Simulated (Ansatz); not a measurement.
# Relaxing aqueous Zn2+ and I-, 5.3 mol of salt per kg of water, from a frame at 300 K (138 atoms)

How does aqueous Zn2+ and I-, 5.3 mol of salt per kg of water, from a frame at 300 K (138 atoms) relax, and what do bonds, charges and levels look like afterwards?

Method: Kohn-Sham DFT, RPBE+D4, PAW (set soft_2), plane waves, in Ansatz 0.2.0.

### Step 1. Starting point

The cell holds 138 atoms: 42 O, 84 H, 4 Zn and 8 I. Cell: a = 11.726 Å, b = 11.726 Å, c = 11.726 Å, α = 90.0°, β = 90.0°, γ = 90.0°. 42 H2O, 4 Zn2+, 8 I- placed at random, at 2.09 g/cm³; overlaps pushed apart, then 10 ps at 420 K with divalent ions of Li, Roberts, Chakravorty and Merz (J. Chem. Theory Comput. 9, 2733 (2013)); Joung-Cheatham ions (J. Phys. Chem. B 112, 9020 (2008)); SPC/E water (Berendsen, Grigera and Straatsma, J. Phys. Chem. 91, 6269 (1987)). Snapshot after 20 ps at 300 K and fixed volume.

Limits known from the start: The network of contacts between molecules at the start is that of the classical potential that made the cell. The concentration wasn't checked against solubility and may exceed it. The density was typed from a rule of thumb and may lie off the real one at this temperature. The Brillouin zone is sampled at Γ only, in a cell whose shortest periodic width is 12 Å. Spin–orbit coupling is left out, which matters for the levels of the heavy elements.

### Step 2. Single point at the start

The forces at the start show how far the geometry lies from a minimum of this functional.

The input, input.yaml:

```yaml
crystal:
  lattice:
    - [11.72638, 0.0, 0.0]
    - [0.0, 11.72638, 0.0]
    - [0.0, 0.0, 11.72638]
  atoms:
    - { symbol: O, position: [0.66843, 0.05822, 0.10551] }
    - { symbol: H, position: [0.59538, 0.05258, 0.14914] }
    - { symbol: H, position: [0.6706, 0.1322, 0.06316] }
    - { symbol: O, position: [0.34039, 0.46341, 0.54551] }
    [... 128 atom lines left out ...]
    - { symbol: I, position: [0.06462, 0.20142, 0.63753] }
    - { symbol: I, position: [0.72124, 0.53603, 0.22819] }
    - { symbol: I, position: [0.60543, 0.639, 0.69767] }
    - { symbol: I, position: [0.00456, 0.93362, 0.19549] }
    - { symbol: I, position: [0.44734, 0.10295, 0.31028] }
    - { symbol: I, position: [0.91886, 0.53641, 0.959] }
kpoints:
  mp_grid: { grid: [1, 1, 1] }
hamiltonian:
  xc: rpbe
  dispersion: d4
scf:
  occupations: { method: fixed }
output:
  forces: true
  stress: true
  populations: intrinsic
  dos:
    method: { smearing: { sigma: 0.1 } }
    de: 0.1
    projected: { site_lists: { H: [H], I: [I], O: [O], Zn: [Zn] } }
  eigenvalues: true
```

Run with:

```bash
> ansatz run input.yaml --threads 4 --pin off --max-ram 8192MiB --backend cpu --events-out ev --progress --plain --runs-dir out
```

It took 30 s on 4 threads of Arm Neoverse V1, shared host; peak memory 2.1 GiB; 1.9 min of CPU time.

The run gave:

```
free energy                                      : -98757.2015 eV
free energy per atom                             : -715.6319 eV/atom
SCF cycles                                       : 10
pressure                                         : 1.323 GPa
r.m.s. force component                           : 0.8153 eV/Å
longest force                                    : 4.483 eV/Å
Fermi energy                                     : 0.3196 eV
gap (highest filled to lowest empty level) : 3.73 eV
```

The r.m.s. force component of 0.82 eV/Å and the pressure of 1.3 GPa set the starting point.

Neighbours are counted within 1.21 Å (H-O), 2.48 Å (O-Zn), 3.05 Å (I-Zn).

Length of the force by element and coordination:

```
element  coordination  atoms  mean length of the force (eV/Å)  spread  least  most
      H           all     84                            0.984   0.271  0.212  1.63
      I           all      8                            0.844   0.809  0.113  2.51
      I             0      5                            0.275   0.143  0.113  0.49
      I             1      3                             1.79   0.522   1.28  2.51
      O           all     42                             1.62    1.12  0.205  4.48
      O             2     23                            0.736   0.271  0.205  1.38
      O             3     19                             2.69   0.763   1.26  4.48
     Zn           all      4                             1.88   0.317   1.36  2.19
     Zn             4      1                             1.88       0   1.88  1.88
     Zn             6      3                             1.88   0.365   1.36  2.19
```

### Step 3. Relaxation

With the cell held, the atoms are moved downhill towards a nearby minimum.

input.yaml, the sections that differ from step 2:

```yaml
output:
  forces: true
relax:
  f_tol: 0.05
  max_steps: 200
# crystal, kpoints, hamiltonian, scf: as in step 2
```

Run time: 12 min. Hardware: 4 threads; peak memory 1.9 GiB.

Step by step (22 of 54):

```
step  energy less that of the first step (eV)  largest force component (eV/Å)
   1                                   0.0000                          3.4613
   4                                  -7.7257                          0.9787
   6                                  -8.3842                          0.9875
   9                                  -8.8433                          1.5802
  11                                  -9.1106                          0.6828
  14                                  -9.4082                          0.7163
  16                                  -9.5767                          0.7020
  19                                  -9.8116                          0.4228
  21                                  -9.8576                          0.3852
  24                                  -9.8820                          0.0549
  26                                  -9.8898                          0.0336
  29                                  -9.8844                          0.9062
  31                                  -9.8985                          0.7306
  34                                  -9.9167                          0.1179
  36                                  -9.9478                          0.9387
  39                                 -10.0772                          0.1994
  41                                 -10.1106                          0.1897
  44                                 -10.2213                          0.5191
  46                                 -10.2717                          0.1340
  49                                 -10.3049                          0.1562
  51                                 -10.3079                          0.0753
  54                                 -10.3130                          0.0260
```

Relaxation steps 23, 29, 31 were tried and not accepted.

The atoms that moved most (Å):

```
atom      dx      dy      dz  length
H119  -1.877   0.368  -0.054   1.913
 H45   0.344   1.700  -0.406   1.782
 H60   0.236  -1.691  -0.259   1.727
  H5  -0.296   1.268   0.993   1.637
 H27   1.452  -0.212  -0.656   1.607
 O25   1.337  -0.183  -0.660   1.502
 H80   0.565   0.917  -1.018   1.482
 O22   0.507   1.321  -0.411   1.473
```

The relaxation changed the energy by -74.7 meV/atom, and atoms moved by 0.82 Å r.m.s., 1.9 Å at most.

### Step 4. Distances and neighbours after relaxation

Bonds before and after, by the cutoffs listed below:

```
pair  bonds before  bonds after  mean before (Å)  mean after (Å)  spread before (Å)  spread after (Å)
 H-O            84           84            1.000           0.986              0.000             0.007
O-Zn            19           19            1.946           2.139              0.073             0.059
I-Zn             3            3            2.428           2.607              0.041             0.022
```

Density 2.09 g/cm³, 11.68 Å³ an atom.

Pair distribution functions g(r), in bins of 0.2 Å:

```
r (Å)  total   H-H    H-O   H-I  H-Zn   O-O   O-I
 0.90   5.90  0.00  15.85  0.00  0.00  0.00  0.00
 1.10   0.06  0.00   0.17  0.00  0.00  0.00  0.00
 1.30   0.00  0.00   0.00  0.00  0.00  0.00  0.00
 1.50   0.96  2.60   0.00  0.00  0.00  0.00  0.00
 1.70   0.84  0.48   1.79  0.00  0.00  0.00  0.00
 1.90   0.27  0.00   0.73  0.00  0.00  0.00  0.00
 2.10   0.55  0.75   0.12  0.00  0.00  0.00  0.00
 2.30   0.79  1.92   0.00  0.34  0.00  0.00  0.00
 2.50   0.59  0.84   0.08  2.94  0.86  0.00  0.00
 2.70   1.04  0.60   0.25  1.19  8.09  3.62  0.00
 2.90   0.94  0.80   1.03  0.57  0.94  2.08  0.00
 3.10   1.12  0.85   1.73  0.00  0.00  1.83  0.00
 3.30   1.27  0.90   2.11  0.43  0.00  1.01  0.84
 3.50   1.19  1.12   1.40  0.93  0.00  0.77  3.33
 3.70   1.31  1.46   1.20  1.67  0.56  1.07  2.24
 3.90   1.19  1.14   1.18  2.00  0.75  0.91  1.39
 4.10   0.93  1.04   0.77  1.24  1.25  0.74  1.25
 4.30   0.97  1.06   0.83  0.98  0.83  0.98  1.03
 4.50   0.97  0.99   0.72  1.12  1.60  1.22  1.22
 4.70   0.93  0.93   0.98  0.82  1.22  0.99  0.34
 4.90   0.97  0.94   1.00  0.79  1.59  0.70  1.27
 5.10   0.85  0.87   0.77  1.03  1.10  0.75  0.81
 5.30   0.95  0.93   1.02  0.92  0.96  0.80  0.75
 5.50   0.96  0.99   0.98  0.91  0.89  0.94  0.69
 5.70   0.97  0.95   1.00  0.91  1.00  0.87  1.11
```

Bonds by pair of elements; cutoffs follow the first minimum of g(r), held within bounds set by covalent radii, and pairs that aren't listed don't count as bonded:

```
pair A-B  cutoff (Å)  bonds  mean length (Å)  spread (Å)  shortest (Å)  B about A  A about B
     H-O        1.21     84            0.986       0.007         0.971          1          2
    O-Zn         2.5     19             2.14       0.059          2.08      0.452       4.75
    I-Zn        3.05      3             2.61       0.022          2.58      0.375       0.75
```

How many atoms have how many bonded neighbours:

```
element   mean  0   1   2   3  4  6
      H      1  0  84   0   0  0  0
      I  0.375  5   3   0   0  0  0
      O   2.45  0   0  23  19  0  0
     Zn    5.5  0   0   0   0  1  3
```

Bond angles, per cent of each kind in bins of 5°:

```
angle (°)  O-Zn-O  H-O-H  H-O-Zn
    80–85     6.7    0.0     0.0
    85–90    33.3    0.0     0.0
    90–95    28.9    0.0     0.0
   95–100    11.1    0.0     0.0
  100–105     0.0   28.6     0.0
  105–110     0.0   71.4    15.8
  110–115     0.0    0.0    31.6
  115–120     0.0    0.0    26.3
  120–125     0.0    0.0    18.4
  125–130     0.0    0.0     7.9
  130–135     0.0    0.0     0.0
  135–140     0.0    0.0     0.0
  140–145     0.0    0.0     0.0
  145–150     0.0    0.0     0.0
  150–155     0.0    0.0     0.0
  155–160     0.0    0.0     0.0
  160–165     0.0    0.0     0.0
  165–170     4.4    0.0     0.0
  170–175     6.7    0.0     0.0
  175–180     8.9    0.0     0.0
```

Bond angles (no mean is given where the spread exceeds 20°):

```
 angle  count  mean (°)  spread (°)
O-Zn-O     45         -           -
 H-O-H     42       106         2.1
H-O-Zn     38       116         5.7
I-Zn-I      3       116           4
I-Zn-O      3       102         2.3
```

Hydrogen bonds between water molecules (O–O under 3.5 Å, H–O···O angle under 30°):

```
hydrogen bonds to other water  molecules
                            0          2
                            1          7
                            2         17
                            3         11
                            4          5
```

First shells of the ions:

```
ion  count                 shell  mean number
 Zn      4  water O within 2.8 A         4.75
```

Bond length by coordination (bonds to H left out):

```
element  coordination  atoms  mean bond length (Å)
      I             1      3                  2.61
      O             3     19                  2.14
     Zn             4      1                  2.48
     Zn             6      3                  2.14
```

Counting bonds as in the table, all H atoms have 1, 62 % of I atoms have 0, 55 % of O atoms have 2 and 75 % of Zn atoms have 6 bonded neighbours. The 42 water molecules hold 2.24 hydrogen bonds each to other water on average, with a mean O–O distance of 2.77 Å. Ion shells in this frame: Zn 4.8 (water O within 2.8 Å).

### Step 5. Single point at the relaxed geometry

The electronic structure is read at the final geometry, in a run of its own.

The input, input.yaml:

```yaml
crystal:
  lattice:
    - [11.72638, 0.0, 0.0]
    - [0.0, 11.72638, 0.0]
    - [0.0, 0.0, 11.72638]
  atoms:
    - { symbol: O, position: [0.70211, 0.10452, 0.09888] }
    - { symbol: H, position: [0.62869, 0.07048, 0.12194] }
    - { symbol: H, position: [0.68211, 0.17863, 0.06434] }
    - { symbol: O, position: [0.37858, 0.49824, 0.57979] }
    [... 128 atom lines left out ...]
    - { symbol: I, position: [0.04188, 0.22277, 0.66344] }
    - { symbol: I, position: [0.83258, 0.55064, 0.23995] }
    - { symbol: I, position: [0.59629, 0.6516, 0.71758] }
    - { symbol: I, position: [0.97294, 0.89925, 0.19459] }
    - { symbol: I, position: [0.48112, 0.03938, 0.2697] }
    - { symbol: I, position: [0.97509, 0.50707, 0.89099] }
kpoints:
  mp_grid: { grid: [1, 1, 1] }
hamiltonian:
  xc: rpbe
  dispersion: d4
scf:
  occupations: { method: fixed }
output:
  forces: true
  stress: true
  populations: true
  dos:
    method: { smearing: { sigma: 0.08 } }
    de: 0.1
    projected: { site_lists: { H: [H], I: [I], O: [O], Zn: [Zn] } }
  eigenvalues: true
  write_density: true
  write_potential: true
  volumetric_format: npy
```

The job ended after 32 s (4 threads; peak memory 2.1 GiB; 2.1 min of CPU time).

The program notes that the exchange-correlation potential is rough where the density is thin.

Numbers from this run:

```yaml
free_energy: -98767.5145 eV
free_energy_per_atom: -715.7066 eV/atom
scf_cycles: 9
pressure: 0.2527 GPa
r_m_s_force_component: 0.00387 eV/Å
longest_force: 0.0275 eV/Å
fermi_energy: 0.3863 eV
spacing_of_highest_filled_and_lowest_empty_level: 3.68 eV
spilling_of_the_projection: 0.008296
```

Löwdin charges by element and coordination (they lack the spilled electrons, 0.031 e an atom on average):

```
element  coordination  atoms  mean charge (e)  spread   least    most
      H           all     84            0.384  0.0143   0.345   0.416
      I           all      8           -0.517   0.029  -0.567  -0.476
      I             0      5           -0.521  0.0308  -0.567  -0.487
      I             1      3           -0.509  0.0235  -0.530  -0.476
      O           all     42           -0.703  0.0375  -0.763  -0.646
      O             2     23           -0.671  0.0117  -0.690  -0.646
      O             3     19           -0.742  0.0145  -0.763  -0.707
     Zn           all      4             1.44   0.114    1.24    1.51
     Zn             4      1             1.24       0    1.24    1.24
     Zn             6      3             1.51  0.0033    1.50    1.51
```

States in the cell by windows of 1 eV, zero at the Fermi level; the larger projections on atomic orbitals stand beside the total:

```
from (eV)  to (eV)  total   O p   H s   I p  Zn d
      -10       -9    0.0   0.0   0.0   0.0   0.0
       -9       -8   16.2  11.1   4.6   0.1   0.1
       -8       -7   67.8  46.9  18.9   0.2   0.2
       -7       -6    8.0   5.0   0.4   0.0   1.3
       -6       -5   36.0  17.1   1.9   0.3  14.4
       -5       -4   51.7  28.0   2.4   0.4  16.9
       -4       -3   27.4  20.2   1.0   0.7   2.9
       -3       -2   51.2  46.5   0.5   1.3   1.6
       -2       -1   40.1  32.5   0.2   4.5   2.3
       -1        0   39.2   2.9   0.9  34.9   0.2
        0        1    2.3   0.1   0.0   2.2   0.0
        1        3    0.0   0.0   0.0   0.0   0.0
        3        4    2.0   0.0   0.8   0.2   0.0
        4        5    2.0   0.1   0.4   0.4   0.0
```

The curve was stored every 0.10 eV, coarse against its broadening of 0.08 eV, so these counts are rough.

With fixed occupations the program's Fermi level is the highest filled level; weight inside the gap is the broadening of levels at its edges.

Between -26 and -10 eV lie 100 more states.

The stored curve holds about 440 of the 520 electrons; the rest, give or take the few that broadening carries across the Fermi level, lie in deeper levels below its range.

The levels nearest the highest filled one (over half full), pooled over k-points and spins:

```
level less the highest filled one (eV)  occupation
                                -0.232           2
                                -0.207           2
                                -0.194           2
                                -0.145           2
                               -0.0603           2
                                     0           2
                                  3.68           0
                                  4.42           0
                                  5.24           0
                                  5.30           0
                                  5.37           0
                                  5.43           0
```

Mean Löwdin charges: H +0.38, I -0.52, O -0.70, Zn +1.44 e (they miss 0.83 % of the electrons, so they add up to more than the cell's charge).

### Step 6. Summary of results

```
energy change in the relaxation                      : -74.73 meV/atom
r.m.s. displacement                                  : 0.823 Å
largest displacement                                 : 1.913 Å
free energy per atom                                 : -715.7066 eV/atom
pressure                                             : 0.2527 GPa
r.m.s. force component                               : 0.00387 eV/Å
gap (highest filled to lowest empty level)     : 3.68 eV
wall time of the 4 DFT runs, those left out included : 13 min
```

Relaxation lowers the energy by 74.7 meV/atom and moves atoms by 0.82 Å r.m.s.; the r.m.s. force component goes from 0.82 to 0.0039 eV/Å, the pressure goes from 1.3 to 0.25 GPa, and the gap from 3.73 to 3.68 eV. By the final cutoffs no bond was broken or made. From the first step to the last the energy fell by 10.313 eV, and the largest move was 1.91 Å (H119). The O-Zn bonds go from 1.946 Å (spread 0.073) to 2.139 Å (spread 0.059). Counting bonds as in the table, all H atoms have 1, 62 % of I atoms have 0, 55 % of O atoms have 2 and 75 % of Zn atoms have 6 bonded neighbours. The 42 water molecules hold 2.24 hydrogen bonds each to other water on average, with a mean O–O distance of 2.77 Å. Between filled and empty levels lie 3.68 eV (at Γ alone); a semilocal functional tends to put such gaps too low. In a disordered cell it changes from sample to sample and from frame to frame.

What to keep in mind: The network of contacts between molecules at the start is that of the classical potential that made the cell; in DFT atoms moved by 0.82 Å r.m.s.

[Logs are printed without paths, hosts, clocks, repeated set-up lines and the standing remarks that a program may print on its own settings, such as how far it seeks lower states.]

[Hosts, paths, dates, database ids (printed as entryN), source tags and the programs' standing remarks are cut or masked in the printed files.]
